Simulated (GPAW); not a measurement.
# Ga K ELNES/XANES of zinc-blende (GaAs)₁₋ₓ(GaP)ₓ at x = 0.25 from DFT, part 2 of 2

What does the Ga K edge look like in zinc-blende (GaAs)₁₋ₓ(GaP)ₓ at x = 0.25?

GPAW 26.7.0; X-ray absorption from dipole matrix elements to empty bands, plane-wave PAW LDA.

So far. Step 3 (The field without a hole): The mesh shows a gap of 0.63 eV. The excited electron is kept all the same, so that all members of the series, with or without a gap, are treated alike.

### 5. Spectrum with XCH, Ga atom 1

The holes are 7.9 Å apart. In GPAW the data set carries the hole's charge, so charge=0 means a charged cell and charge=-1 a neutral one. The excited electron is kept in the cell, where it fills the lowest empty states and screens the hole. After the field has converged, empty bands are computed with the density fixed and the dipole matrix elements are summed.

The absorber has 1 P at 2.39 Å and 3 As at 2.44 Å (tetrahedral).

Contents of xas.py:

```python
import numpy as np
from ase import Atoms
from ase.parallel import parprint, paropen
from gpaw import GPAW, PW, FermiDirac, Mixer, MixerDif, setup_paths
from gpaw.test import gen
setup_paths.insert(0, '.')
gen('Ga', name='fch1s', xcname='LDA', corehole=(1, 0, 1), write_xml=True)
from gpaw.mpi import world
world.barrier()

atoms = Atoms('GaAsGaPGaAsGaAsGaAsGaPGaAsGaAs',
    cell=[[0, 5.6025, 5.6025],
     [5.6025, 0, 5.6025],
     [5.6025, 5.6025, 0]],
    scaled_positions=[[0.0015729, 0.0013488, 0.9944616],
     [0.1246141, 0.1256891, 0.1245433],
     [0.9948861, 0.0048835, 0.503437],
     [0.1242876, 0.1240652, 0.6257829],
     [0.9989112, 0.5006643, 0.9990367],
     [0.1258338, 0.6242932, 0.1242897],
     [0.0021127, 0.4920962, 0.5014627],
     [0.1231598, 0.6256097, 0.6244138],
     [0.5016534, 0.0033918, 0.9924718],
     [0.624733, 0.1251596, 0.1242665],
     [0.4947462, 0.0065955, 0.5036555],
     [0.6241002, 0.1273927, 0.624069],
     [0.5010264, 0.5003642, 0.9987434],
     [0.6237413, 0.6258321, 0.1257385],
     [0.4999407, 0.4961444, 0.5033135],
     [0.6249438, 0.6271152, 0.623997]],
    pbc=True)
atoms.calc = calc = GPAW(legacy_gpaw=True, mode=PW(400, force_complex_dtype=True), xc='LDA', setups={0: 'fch1s'},
    kpts={'size': (3, 3, 3), 'gamma': True}, occupations=FermiDirac(0.04),
    charge=-1, mixer=Mixer(0.1, 5, 50), maxiter=150,
    convergence={'density': 0.0001, 'eigenstates': 1e-6}, txt='scf.txt')
energy = atoms.get_potential_energy() + calc.get_reference_energy()
ef = calc.get_fermi_level()
out = dict(energy=energy, fermi=ef, forces=atoms.get_forces().tolist())
parprint(f'all-electron energy {energy:.4f} eV, Fermi level {ef:.4f} eV')
ev = np.array([[calc.get_eigenvalues(k, s) for k in range(len(calc.get_ibz_k_points()))] for s in range(calc.get_number_of_spins())])
out['homo'], out['lumo'], out['counts'] = ev[ev < ef].max(), ev[ev > ef].min(), sorted(set((ev < ef).sum((0, 2)).tolist()))
out['filled'] = (ev[:, 0] < ef).sum(1).tolist()

from ase.units import Ha
from gpaw.xas import dipole_matrix_elements
nb = int(calc.get_number_of_electrons() / 2) + 180
top, nb = nb, nb + 8 + nb // 12
nscf = calc.fixed_density(kpts={'size': (4, 4, 4), 'gamma': True}, nbands=nb,
    convergence={'bands': top, 'eigenstates': 5e-3}, maxiter=60, txt='nscf.txt')
cell = atoms.cell.array
ops = [cell.T @ U.T @ np.linalg.inv(cell.T) for U in nscf.wfs.kd.symmetry.op_scc]
filled = [32]  # bands filled in the ground state, by spin
E = np.arange(-6, 30, 0.1)
fwhm = np.interp(E, [4, 25], [1.82, 3.5])
Y, X, zero, highest = 0, 0, 1e9, 1e9
for spin in range(nscf.get_number_of_spins()):
    wfs = nscf.wfs
    mine = wfs.bd.get_slice()  # this rank's bands
    A = dipole_matrix_elements(wfs.setups[0])
    eps = np.zeros((wfs.kd.nibzkpts, nb))
    d = np.zeros((3, A.shape[1], wfs.kd.nibzkpts, nb), complex)
    for kpt in wfs.kpt_u:
        if kpt.s == spin and 0 in kpt.P_ani:
            eps[kpt.k, mine] = kpt.eps_n * Ha
            d[:, :, kpt.k, mine] = (kpt.weight * wfs.nspins / 2) ** 0.5 * np.inner(A, kpt.P_ani[0])
    world.sum(eps)
    world.sum(d)
    T = np.einsum('amkn,bmkn->abkn', d, d.conj()).real
    T = sum(np.einsum('ai,ijkn,bj->abkn', R, T, R) for R in ops) / len(ops)
    empty = np.ones_like(eps, bool) & (np.arange(nb) >= filled[spin])
    zero, highest = min(zero, eps[empty].min()), min(highest, eps[:, top - 1].min())
    lines = [(eps, T, empty)] if spin == 0 else lines + [(eps, T, empty)]
for eps, T, empty in lines:
    f = np.einsum('aakn->akn', T).reshape(3, -1)
    x = eps.ravel() - zero
    w = np.interp(x, E, fwhm) / 2.35482
    g = np.exp(-0.5 * ((E[:, None] - x) / w) ** 2) / (w * (2 * np.pi) ** 0.5)
    Y = Y + (f * empty.ravel()) @ g.T
    X = X + (f * ~empty.ravel()) @ g.T
out.update(E=E.round(2).tolist(), xas=Y.tolist(), xes=X.tolist(), zero=zero, valid=highest - zero, nk=len(eps), nb=nb)
for i in range(0, len(E), 10):
    parprint(f'{E[i]:7.2f}', *(f'{v:10.3e}' for v in Y[:, i]))
import json
with paropen('out.json', 'w') as f:
    json.dump(out, f)
```

Command:

```sh
$ OMP_NUM_THREADS=1 mpirun -n 4 gpaw python xas.py
```

Numbers of over 12 decimals in the logs are rounded to 6 here.

Output:

```text
Input parameters:
  charge: -1
  convergence: {density: 0.0001,
                eigenstates: 1e-06}
  kpts: {gamma: True,
         size: (3, 3, 3)}
  maxiter: 150
  mixer: {backend: pulay,
          beta: 0.1,
          method: separate,
          nmaxold: 5,
          weight: 50}
  mode: {ecut: 400.0,
         force_complex_dtype: True,
         name: pw}
  occupations: {fixmagmom: False,
                name: fermi-dirac,
                width: 0.04}
  setups: {0: fch1s}

Initialize ...

[... PAW data sets ...]

Reference energy: -799139.544679  # eV

Spin-paired calculation

[... convergence settings ...]
Symmetries present (total): 1
  [... symmetry matrices ...]

27 k-points: 3 x 3 x 3 Monkhorst-Pack grid
14 k-points in the irreducible part of the Brillouin zone
       k-points in crystal coordinates                weights
   0:     0.00000000    0.00000000    0.00000000          1/27
   1:     0.00000000    0.00000000    0.33333333          2/27
   2:     0.00000000    0.33333333   -0.33333333          2/27
   3:     0.00000000    0.33333333    0.00000000          2/27
   4:     0.00000000    0.33333333    0.33333333          2/27
   5:     0.33333333   -0.33333333   -0.33333333          2/27
   6:     0.33333333   -0.33333333    0.00000000          2/27
   7:     0.33333333   -0.33333333    0.33333333          2/27
   8:     0.33333333    0.00000000   -0.33333333          2/27
   9:     0.33333333    0.00000000    0.00000000          2/27
          ...
  13:     0.33333333    0.33333333    0.33333333          2/27

Wave functions: Plane wave expansion
  Cutoff energy: 400.000 eV
  Number of coefficients (min, max): 6374, 6405
  Pulay-stress correction: 0.000000 eV/Ang^3 (de/decut=0.000000)
  Using FFTW library
  Wavefunction extrapolation:
    Improved wavefunction reuse through dual PAW basis

Occupation numbers: Fermi-Dirac:
  width: 0.0400  # eV

Eigensolver
   Davidson(niter=2)

Densities:
  Coarse grid: 40*40*40 grid
  Fine grid: 80*80*80 grid
  Total Charge: 0.000000

Density mixing:
  Method: separate
  Backend: pulay
  Linear mixing parameter: 0.1
  old densities: 5
  Width of damping distribution: 1.1
  Damping of long wavelength oscillations: 50

[... Hamiltonian set-up ...]
Number of atoms: 16
Number of atomic orbitals: 64
Number of bands in calculation: 43
Number of valence electrons: 65
Bands to converge: occupied

... initialized

Initializing position-dependent things.

Density initialized from atomic densities
Creating initial wave functions:
  43 bands from LCAO basis set

                              Ga

                        As
               GAs          Ga
                    Ga
                 P
                     Ga
         As           As
             GAs
                  Ga
                P
                    Ga
       As

Atomic positions and initial magnetic moments

Positions:
   0 Ga     5.579028    5.580283    0.016369    ( 0.0000,  0.0000,  0.0000)
   1 As     1.401927    1.395904    1.402324    ( 0.0000,  0.0000,  0.0000)
   2 Ga     2.847866    8.394355    5.601209    ( 0.0000,  0.0000,  0.0000)
   3 P      4.201024    4.202270    1.391397    ( 0.0000,  0.0000,  0.0000)
   4 Ga     8.402075   11.193503    8.401372    ( 0.0000,  0.0000,  0.0000)
   5 As     4.193936    1.401317    4.202587    ( 0.0000,  0.0000,  0.0000)
   6 Ga     5.566414    2.821281    2.768805    ( 0.0000,  0.0000,  0.0000)
[...]
13 As     4.210674    4.198961    7.000735    ( 0.0000,  0.0000,  0.0000)
  14 Ga     5.599463    5.620732    5.580567    ( 0.0000,  0.0000,  0.0000)
  15 As     7.009356    6.997191    7.014661    ( 0.0000,  0.0000,  0.0000)

Unit cell:
           periodic     x           y           z      points  spacing
  1. axis:    yes    0.000000    5.602500    5.602500    40     0.1617
  2. axis:    yes    5.602500    0.000000    5.602500    40     0.1617
  3. axis:    yes    5.602500    5.602500    0.000000    40     0.1617

  Lengths:   7.923131   7.923131   7.923131
  Angles:   60.000000  60.000000  60.000000

Effective grid spacing dv^(1/3) = 0.1765

iter:   1   -89.937924
iter:   2   -88.135431   -1.82  -0.82
iter:   3   -86.582261   -1.47  -0.89
iter:   4   -86.401164   -2.49  -1.13
iter:   5   -86.405053   -2.81  -1.41
iter:   6   -86.380818c  -2.84  -1.79
iter:   7   -86.365933   -3.28  -2.11
iter:   8   -86.365437c  -3.85  -2.39
iter:   9   -86.362402c  -4.20  -2.46
iter:  10   -86.362274c  -5.32  -2.91
iter:  11   -86.362233c  -6.08c -2.93
iter:  12   -86.362155c  -5.87  -3.06
iter:  13   -86.362147c  -6.52c -3.73
iter:  14   -86.362147c  -7.92c -3.95
iter:  15   -86.362147c  -7.48c -4.02c

Converged after 15 iterations.

Dipole moment: (-26.871910, -24.445054, -28.727291) |e|*Ang

Energy contributions relative to reference atoms: (reference = -799139.544679)

Kinetic:       +229.733157
Potential:     -207.545392
External:        +0.000000
XC:            -108.638504
Entropy (-ST):   -0.006785
Local:           +0.091984
SIC:             +0.000000
--------------------------
Free energy:    -86.365540
Extrapolated:   -86.362147

Showing only first 2 kpts
 Kpt  Band  Eigenvalues  Occupancy
  0    30      4.63537    2.00000
  0    31      4.67156    2.00000
  0    32      4.67708    2.00000
  0    33      5.53299    1.99751

  1    30      4.24402    2.00000
  1    31      4.27673    2.00000
  1    32      5.46955    1.99949
[...]
Fermi level: 5.80049

No gap
No difference between direct/indirect transitions

Forces in eV/Ang:
  0 Ga   -0.08611   -0.11295    0.14834
  1 As    0.09915    0.12139    0.10473
  2 Ga    0.07433    0.02944   -0.23050
  3 P    -0.06132   -0.05931    0.04734
  4 Ga    0.01058   -0.22184    0.00538
  5 As   -0.13242    0.10529   -0.15570
  6 Ga    0.24568    0.05213   -0.03371
[...]
13 As    0.03445    0.00665   -0.00158
 14 Ga   -0.03799    0.02526   -0.03214
 15 As   -0.02664   -0.03186   -0.00410
Scalar-relativistic atomic LDA calculation for Ga (Gallium, Z=31)
Core hole in 1s state (1s occupation: 1.0)
600 radial gridpoints.
|------------------------------------------------|
|------------------------------------------------|
[... the atom generator's iteration count ...]

Energy contributions:
-------------------------
Kinetic:    +1579.917338
XC:           -64.056343
Potential:  -3074.711888
-------------------------
Total:      -1558.850893

state      eigenvalue         ekin         rmax
-----------------------------------------------
1s^1.0 :  -388.741484   489.682052        0.032
2s^2.0 :   -49.583735    96.650470        0.179
2p^6.0 :   -44.241157    95.698510        0.142
3s^2.0 :    -6.342800    22.075605        0.550
3p^6.0 :    -4.562405    20.108727        0.544
3d^10.0:    -1.437339    15.083525        0.500
4s^2.0 :    -0.729245     2.681465        1.725
4p^1.0 :    -0.423197     1.741532        2.075
-----------------------------------------------
(units: Bohr and Hartree)

Generating PAW setup
Kinetic energy of the core from tauc = 1587.646789
Cutoffs:
rc(s)=2.200
rc(p)=2.200
rc(d)=2.200
rc(vbar)=1.980
rc(comp)=2.200
rc(nct)=2.200

Kinetic energy of the core states: 1572.812876
Charge: 1.0
Core electrons: 27.0
Valence electrons: 3.0
Pseudo-core charge: 1.215894
Shape function alpha=2.066
Pseudo-electron charge 4.660881
state    eigenvalue         norm
--------------------------------
4s(2) :    -0.729245     1.209524
*s    :     0.270755
4p(1) :    -0.423197     1.025939
*p    :     0.576803
*d    :     0.000000
--------------------------------

Diagonalizing with gridspacing h=0.050

state   all-electron     PAW
-------------------------------
4s:      -0.729245    -0.729478
4p:      -0.423197    -0.423398
*d:                   -0.111370
*f:                   -0.021469
-------------------------------
all-electron energy -799225.9068 eV, Fermi level 5.8005 eV
[...]
27.00  1.226e-07  1.229e-07  1.230e-07
  28.00  1.297e-07  1.296e-07  1.296e-07
  29.00  1.325e-07  1.320e-07  1.322e-07
```

Wall time 5.9 min (4 MPI ranks of Arm Neoverse V1, shared host); peak memory 0.71 GiB.

The Ga K spectrum, Ga atom 1, excited-electron core hole (neutral cell) (energy from the bottom of the conduction band, which holds the excited electron; intensity scaled to a mean of 1 over the first 20 eV):

```
E (eV)  intensity
  -2.0       0.00
  -1.5       0.00
  -1.0       0.01
  -0.5       0.03
   0.0       0.10
   0.5       0.24
   1.0       0.46
   1.5       0.72
   2.0       0.96
   2.5       1.17
   3.0       1.37
   3.5       1.60
   4.0       1.79
   4.5       1.80
   5.0       1.63
   5.5       1.37
   6.0       1.16
   6.5       1.05
   7.0       1.02
   7.5       1.01
   8.0       0.98
   8.5       0.93
   9.0       0.90
   9.5       0.92
  10.0       0.96
  10.5       1.04
  11.0       1.12
  11.5       1.19
  12.0       1.21
  12.5       1.19
  13.0       1.13
  13.5       1.04
  14.0       0.95
  14.5       0.86
  15.0       0.78
  15.5       0.73
  16.0       0.70
  16.5       0.70
  17.0       0.72
  17.5       0.75
  18.0       0.78
  18.5       0.80
  19.0       0.79
  19.5       0.78
  20.0       0.77
  20.5       0.76
  21.0       0.76
  21.5       0.76
  22.0       0.75
  22.5       0.74
  23.0       0.73
  23.5       0.72
  24.0       0.71
  24.5       0.71
  25.0       0.71
  25.5       0.72
  26.0       0.74
  26.5       0.75
  27.0       0.78
```

Main maxima below 26 eV (height): 4.2 eV (1.83), 12.0 eV (1.21) and 18.6 eV (0.80). A K edge sees empty p states on the absorber.

The energy difference (zero at 10381 eV) isn't read as a photon energy: for so heavy an absorber the terms left out (the hole's spin, the functional's error) amount to tens of eV or more.

### 6. What came out

| Property | Result |
| --- | --- |
| absorber and edge | Ga K, atom 1 of the ground-state input (counted from 1) |
| surroundings | 1 P at 2.39 Å and 3 As at 2.44 Å (tetrahedral) |
| highest intensity below 24 eV | 4.2 eV above the zero, height 1.83 |

In words: The Ga K edge of atom 1, with 1 P at 2.39 Å and 3 As at 2.44 Å (tetrahedral), has its highest intensity of the first 24 eV at 4.2 eV above the zero, 1.8 times the mean level of the first 20 eV (Gaussian full width 1.82 eV up to 4 eV, rising linearly to 3.5 eV at 25 eV). The script folds with a Gaussian, whereas the core hole's own line is a Lorentzian, so the onset is too steep and the first peak too high. Lifetime broadening is put in by hand, and intensities beyond about 20 eV depend on it and on the partial waves; weight that the partial waves miss at high energy is lost.

[Banner, clock and machine lines of the logs are left out without a mark of their own.]

[Logs are printed without paths, hosts, clocks, repeated set-up lines and the standing remarks that a program may print on its own settings, such as how far it seeks lower states.]

[Hosts, paths, dates, database ids (printed as entryN), source tags and the programs' standing remarks are cut or masked in the printed files.]

[Lists of maxima count a maximum above −3 eV only where it reaches 4 % of the highest in the window and stands out from its surroundings by 2 % of it (1.5 % where it reaches 55 %); shoulders and weaker maxima are passed over, and of the rest the first, up to two pre-edge ones and the few strongest are named.]
